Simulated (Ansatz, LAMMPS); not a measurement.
# Glassy 60SiO2-7Al2O3-17Li2O-17SrO (mol %) (89 atoms) under strain, part 4 of 4

How stiff is glassy 60SiO2-7Al2O3-17Li2O-17SrO (mol %) (89 atoms), and how do its levels respond to strain?

Ansatz 0.2.0; Kohn-Sham DFT, r2SCAN, PAW (set soft_2), plane waves.

The cell: 18 Si, 4 Al, 10 Li, 5 Sr and 52 O. The quench rate of 50 K/ps is orders of magnitude faster than experiment. The starting topology of bonds comes from the classical model. The Brillouin zone is sampled at Γ only.

So far. Step 10 (Stretched by 1 % along x): The relaxation converged after 5 steps, 0.0741 eV below its start, with a largest force component of 0.045 eV/Å. Step 10 (Stretched by 1 % along x): Stretched by 1 % along x: the energy stands 0.0307 eV above that of the reference, at a pressure of -0.536 GPa.

## Step 11: Compressed by 1 % along x

The relaxed cell is strained along x alone, which gives the stiffness along x and its coupling to y and z.

input.yaml

```yaml
crystal:
  lattice:
    - [10.35718, -0.04966, -0.11372]
    - [-0.04916, 10.60481, -0.00657]
    - [-0.11258, -0.00657, 10.1279]
  atoms:
    [... the 89 atom lines of step 4 ...]
kpoints:
  mp_grid: { grid: [1, 1, 1] }
hamiltonian:
  xc: r2scan
scf:
  occupations: { method: fixed }
output:
  forces: true
  eigenvalues: true
  stress: true
relax:
  f_tol: 0.05
  max_steps: 70
```

Started as:

```console
$ ansatz run input.yaml --threads 4 --pin off --max-ram 8192MiB --backend cpu --events-out ev --progress --plain --runs-dir out
```

Numbers of over 12 decimals in the logs are rounded to 6 here.

The log of the run:

```text
[...]
Crystal: 89 atoms, lattice volume = 1112.246 Å³
Basis set: ecut = 500 eV, 28237 PW (Γ), exchange–correlation on 320×320×300 points (64 copies of the dense FFT grid, shifted against one another)
Bands: 327, of which v1, the nominal top of the filled ones, is band 238 counted from 1 (237 counted from 0)
Symmetry: 1 space group operations
[...]
k-points: 1
[...]
SCF iter   1: F=—  HF=-63180.312397 eV  |F-HF|=—  |Δ(HF+E_count)|=         —  Δρ=7.43e-3  dr2=6.68e-1  dr2_τ=6.18e0  ethr=1.77e-3  ⟨swp⟩=6.0  Hψ=1276  notcnv=0  defer=86
[...]
SCF iter   5: F=—  HF=-63182.884889 eV  |F-HF|=—  |Δ(HF+E_count)|=   2.42e-4  Δρ=1.30e-4  dr2=1.34e-4  dr2_τ=1.59e-5  ethr=3.83e-7  ⟨swp⟩=2.0  Hψ=432  notcnv=0  defer=87
SCF iter   6: F=-63182.884943 eV  HF=-63182.884955 eV  |F-HF|=1.17e-5  |Δ(HF+E_count)|=   6.56e-5  Δρ=5.06e-5  dr2=2.45e-5  dr2_τ=3.04e-6  ethr=1.31e-8  ⟨swp⟩=17.0  Hψ=2427  notcnv=0
SCF 1 converged in 6 iterations: F = -63182.884943 eV  dr2 = 2.45e-5
[...]
relax step   1: F+E_penalty+E_count = -63182.88494282 eV  Δ(F+E_penalty+E_count) = +0.000e0 eV  max|allowed force component| = 4.886e-1 eV/Å  Δτ_max = 0.0000 Å  (6 SCF iters, dr2 threshold 6.25e-5 eV, accepted)
[...]
relax step   2: F+E_penalty+E_count = -63182.92858472 eV  Δ(F+E_penalty+E_count) = -4.364e-2 eV  max|allowed force component| = 2.854e-1 eV/Å  Δτ_max = 0.0414 Å  (5 SCF iters, dr2 threshold 1.49e-5 eV, accepted)
[...]
relax step   3: F+E_penalty+E_count = -63182.95264628 eV  Δ(F+E_penalty+E_count) = -2.406e-2 eV  max|allowed force component| = 9.284e-2 eV/Å  Δτ_max = 0.0147 Å  (6 SCF iters, dr2 threshold 5.09e-6 eV, accepted)
relax step   4: F+E_penalty+E_count = -63182.87859491 eV  Δ(F+E_penalty+E_count) = +7.405e-2 eV  max|allowed force component| = 3.467e-1 eV/Å  Δτ_max = 0.1600 Å  (9 SCF iters, rejected (line search))
[...]
relax step   5: F+E_penalty+E_count = -63182.95996432 eV  Δ(F+E_penalty+E_count) = -7.318e-3 eV  max|allowed force component| = 3.863e-2 eV/Å  Δτ_max = 0.0342 Å  (9 SCF iters, accepted)
[...]
SCF iter   2: F=-63182.959964 eV  HF=-63182.959964 eV  |F-HF|=7.81e-9  |Δ(HF+E_count)|=   1.13e-8  Δρ=8.30e-7  dr2=6.53e-9  dr2_τ=6.80e-10  ethr=4.64e-12  ⟨swp⟩=3.0  Hψ=749  notcnv=0
SCF 6 converged in 2 iterations: F = -63182.959964 eV  dr2 = 6.53e-9
SCF converged after 2 iterations
Free energy (F): -63182.959964 eV
[...]
Internal energy: -63182.959964 eV  (E = F + TS)
E sigma→0 (E₀):  -63182.959964 eV
Fermi energy:    3.947199 eV
[...]
Σ components = -63182.959964   (vs F -63182.959964, Δ=0.00e0)
--- Forces (eV/Å), atoms counted from 1 ---
  atom   1  Si     0.01077826     0.01771806     0.00994981
  atom   2  Si     0.00973786    -0.01654519     0.00542670
  atom   3  Si     0.01365322    -0.01851897    -0.00411484
  atom   4  Si    -0.01832970    -0.00177408     0.00232433
[...]
atom  89  O      0.00114458    -0.00989621    -0.00256508
  max |Σ_I F_I| component: 1.96e-4 eV/Å
--- Stress (GPa, compression-positive) ---
        0.967835       0.015506      -0.064248
        0.015512       0.437716       0.008158
       -0.064236       0.008146       0.378498
  P = ⅓ Tr σ = 0.5947 GPa (5.947 kbar)
--- Band table (eV) ---
[...]
--- Relaxed structure (5 steps of the walk, 4 accepted, 0 SCFs on fresh bases) ---
  F+E_penalty+E_count = -63182.95996432 eV   max|allowed force component| = 3.863e-2 eV/Å
  atoms:
    - { symbol: Si, position: [0.570698, 0.812919, 0.370386] }
    - { symbol: Si, position: [0.211351, 0.096785, 0.532283] }
    - { symbol: Si, position: [0.737690, 0.021380, 0.989129] }
    - { symbol: Si, position: [0.997030, 0.934544, 0.096774] }
[...]
- { symbol: O, position: [0.655321, 0.942101, 0.341331] }
```

Elapsed: 1.8 min, on 4 threads of Intel Xeon Platinum 8375C at 2.90GHz (Ice Lake), shared host; peak memory 3 GiB; 7 min of CPU time.

The relaxation converged after 5 steps, 0.0750 eV below its start, with a largest force component of 0.039 eV/Å.

Compressed by 1 % along x: the energy stands 0.0326 eV above that of the reference, at a pressure of 0.595 GPa.

## Step 12: Sheared by 2 % in xy

A shear of the relaxed cell gives the modulus that volume changes can't reach.

input.yaml, the sections that differ from step 11:

```yaml
crystal:
  lattice:
    - [10.4613, 0.05496, -0.11372]
    - [0.05639, 10.60431, -0.00657]
    - [-0.11379, -0.00771, 10.1279]
  atoms:
    [... the 89 atom lines of step 4 ...]
# kpoints, hamiltonian, scf, output, relax: as in step 11
```

The log of the run:

```text
[...]
Crystal: 89 atoms, lattice volume = 1123.368 Å³
Basis set: ecut = 500 eV, 28537 PW (Γ), exchange–correlation on 320×320×300 points (64 copies of the dense FFT grid, shifted against one another)
Bands: 327, of which v1, the nominal top of the filled ones, is band 238 counted from 1 (237 counted from 0)
Symmetry: 1 space group operations
[...]
k-points: 1
[...]
SCF iter   1: F=—  HF=-63180.300040 eV  |F-HF|=—  |Δ(HF+E_count)|=         —  Δρ=7.41e-3  dr2=6.74e-1  dr2_τ=6.04e0  ethr=1.77e-3  ⟨swp⟩=6.0  Hψ=1270  notcnv=0  defer=87
[...]
SCF iter   6: F=-63182.833402 eV  HF=-63182.833414 eV  |F-HF|=1.17e-5  |Δ(HF+E_count)|=   6.67e-5  Δρ=5.05e-5  dr2=2.50e-5  dr2_τ=3.02e-6  ethr=1.31e-8  ⟨swp⟩=17.0  Hψ=2561  notcnv=0
SCF 1 converged in 6 iterations: F = -63182.833402 eV  dr2 = 2.50e-5
[...]
relax step   1: F+E_penalty+E_count = -63182.83340237 eV  Δ(F+E_penalty+E_count) = +0.000e0 eV  max|allowed force component| = 5.766e-1 eV/Å  Δτ_max = 0.0000 Å  (6 SCF iters, dr2 threshold 6.25e-5 eV, accepted)
[...]
relax step   2: F+E_penalty+E_count = -63182.90124551 eV  Δ(F+E_penalty+E_count) = -6.784e-2 eV  max|allowed force component| = 3.702e-1 eV/Å  Δτ_max = 0.0305 Å  (5 SCF iters, dr2 threshold 2.08e-5 eV, accepted)
[...]
relax step   3: F+E_penalty+E_count = -63182.93342606 eV  Δ(F+E_penalty+E_count) = -3.218e-2 eV  max|allowed force component| = 8.704e-2 eV/Å  Δτ_max = 0.0340 Å  (6 SCF iters, dr2 threshold 8.57e-6 eV, accepted)
relax step   4: F+E_penalty+E_count = -63182.84866984 eV  Δ(F+E_penalty+E_count) = +8.476e-2 eV  max|allowed force component| = 3.530e-1 eV/Å  Δτ_max = 0.1484 Å  (9 SCF iters, rejected (line search))
relax step   5: F+E_penalty+E_count = -63182.94130381 eV  Δ(F+E_penalty+E_count) = -7.878e-3 eV  max|allowed force component| = 5.000e-2 eV/Å  Δτ_max = 0.0341 Å  (9 SCF iters, accepted)
relax step   6: F+E_penalty+E_count = -63182.93410417 eV  Δ(F+E_penalty+E_count) = +7.200e-3 eV  max|allowed force component| = 1.013e-1 eV/Å  Δτ_max = 0.1000 Å  (8 SCF iters, rejected (line search))
[...]
relax step   7: F+E_penalty+E_count = -63182.94443361 eV  Δ(F+E_penalty+E_count) = -3.130e-3 eV  max|allowed force component| = 3.143e-2 eV/Å  Δτ_max = 0.0476 Å  (8 SCF iters, accepted)
[...]
SCF iter   2: F=-63182.944434 eV  HF=-63182.944434 eV  |F-HF|=6.14e-9  |Δ(HF+E_count)|=   4.27e-9  Δρ=6.57e-7  dr2=6.60e-9  dr2_τ=5.98e-10  ethr=5.77e-12  ⟨swp⟩=3.0  Hψ=776  notcnv=0
SCF 8 converged in 2 iterations: F = -63182.944434 eV  dr2 = 6.60e-9
SCF converged after 2 iterations
Free energy (F): -63182.944434 eV
[...]
Internal energy: -63182.944434 eV  (E = F + TS)
E sigma→0 (E₀):  -63182.944434 eV
Fermi energy:    3.836542 eV
[...]
--- Forces (eV/Å), atoms counted from 1 ---
  atom   1  Si     0.00925391     0.01797054    -0.00756529
  atom   2  Si     0.00569451     0.01526469    -0.01123179
  atom   3  Si    -0.01675387    -0.00197912     0.00881998
  atom   4  Si    -0.00264680     0.00838544     0.00451292
  atom   5  Si     0.01698046     0.00417712    -0.02546338
  atom   6  Si    -0.00848741     0.00014044     0.00555171
  atom   7  Si    -0.00688598     0.00000186    -0.00230827
  atom   8  Si    -0.00041359    -0.01709387     0.00210869
  atom   9  Si    -0.00873679     0.00620459     0.00795511
  atom  10  Si    -0.01224457    -0.01299184     0.01028998
  atom  11  Si    -0.00228076     0.00152669     0.01685914
  atom  12  Si     0.01331338    -0.00308918    -0.00609072
  atom  13  Si    -0.00548687    -0.00525274    -0.00062757
  atom  14  Si     0.00695878     0.01086558     0.01909101
[...]
atom  88  O      0.00426953     0.00547159    -0.00187734
  atom  89  O      0.00109270    -0.00458794    -0.00242721
  max |Σ_I F_I| component: 4.50e-4 eV/Å
--- Stress (GPa, compression-positive) ---
       -0.018691      -0.733979       0.054195
       -0.733978      -0.125556       0.039080
        0.054206       0.039058      -0.073266
  P = ⅓ Tr σ = -0.0725 GPa (-0.725 kbar)
--- Band table (eV) ---
[...]
--- Relaxed structure (7 steps of the walk, 5 accepted, 0 SCFs on fresh bases) ---
  F+E_penalty+E_count = -63182.94443361 eV   max|allowed force component| = 3.143e-2 eV/Å
  atoms:
    - { symbol: Si, position: [0.571217, 0.812570, 0.371013] }
    - { symbol: Si, position: [0.211386, 0.097437, 0.530962] }
    - { symbol: Si, position: [0.739578, 0.019974, 0.987366] }
    - { symbol: Si, position: [0.999867, 0.935655, 0.095998] }
[...]
- { symbol: O, position: [0.653620, 0.940739, 0.340034] }
```

Elapsed: 2.6 min, on 4 threads; peak memory 3 GiB.

The relaxation converged after 7 steps, 0.111 eV below its start, with a largest force component of 0.031 eV/Å.

Sheared by 2 % in xy: the energy stands 0.0481 eV above that of the reference, at a pressure of -0.0725 GPa.

## Step 13: Pressure against volume

Atoms are relaxed at each volume, in the scaled cell.

```
volume change (%)  volume (Å³/atom)  energy change (meV/atom)  pressure (GPa)  largest move on relaxing (Å)  bonds  gap (eV)
              -10            11.361                     24.88            7.01                          0.71    165                4.96
               -6            11.866                      8.21            3.68                          0.50    162                4.83
               -3            12.245                      1.93            1.70                          0.26    157                4.72
               +0            12.623                      0.00            0.00                             -    157                4.62
               +3            13.002                      1.63           -1.43                          0.24    155                4.52
               +6            13.381                      6.26           -2.66                          0.49    153                4.43
```

## Step 14: Uniaxial strain and shear

Stress (GPa, compression positive) less that of the relaxed cell, atoms relaxed:

```
                   strain      xx      yy      zz      xy  energy change (meV/atom)
 stretched by 1 % along x  -0.893  -0.393  -0.309  -0.001                      0.35
compressed by 1 % along x   0.980   0.439   0.379   0.012                      0.37
     sheared by 2 % in xy  -0.007  -0.124  -0.073  -0.738                      0.54
```

## Step 15: What came out

The bulk modulus, from the slope of pressure against ln V over the three points nearest the relaxed volume, is 52.1 GPa; a quadratic over all points gives a pressure derivative of about 5.1. The count of bonds runs from 153 to 165 over the series, so at some points contacts cross the cutoffs. At -10 % and -6 % some atom moved by over 0.5 Å on relaxing, so those points may sit in another local minimum. The gap goes from 4.96 eV at the smallest volume to 4.43 eV at the largest, -3.3 eV per unit of ln V by a straight line, on the run's k-points. In the Cartesian axes of the cell, finite differences give C11 = 93.6, C12 = 41.6, C13 = 34.4 and C66 = 36.9 GPa (the shear of 2 % is the engineering strain, εxy = 0.01). The mean of C11, C12 and C13, which equals the bulk modulus in a cubic or isotropic solid, is 56.5 GPa: it agrees with the bulk modulus within 10 %. For an isotropic solid C66 would equal (C11 − C12)/2 = 26.0 GPa; so small a sample needn't be isotropic, and C66 rests on one shear. The two differ too much for isotropic moduli to be formed.

Caveats: Strains are finite and relaxations stop at the force tolerance of the input, which can leave moduli too stiff; they are those of a static cell at zero temperature. Volumes are changed with the cell's shape held, so in an anisotropic solid the modulus lies over the one under free hydrostatic load. The program notes that the SCF threshold of the relaxations is loose for the stress.

The DFT runs together took 32 min of wall time.

[Logs are printed without paths, hosts, clocks, repeated set-up lines and the standing remarks that a program may print on its own settings, such as how far it seeks lower states.]

[Hosts, paths, dates, database ids (printed as entryN), source tags and the programs' standing remarks are cut or masked in the printed files.]
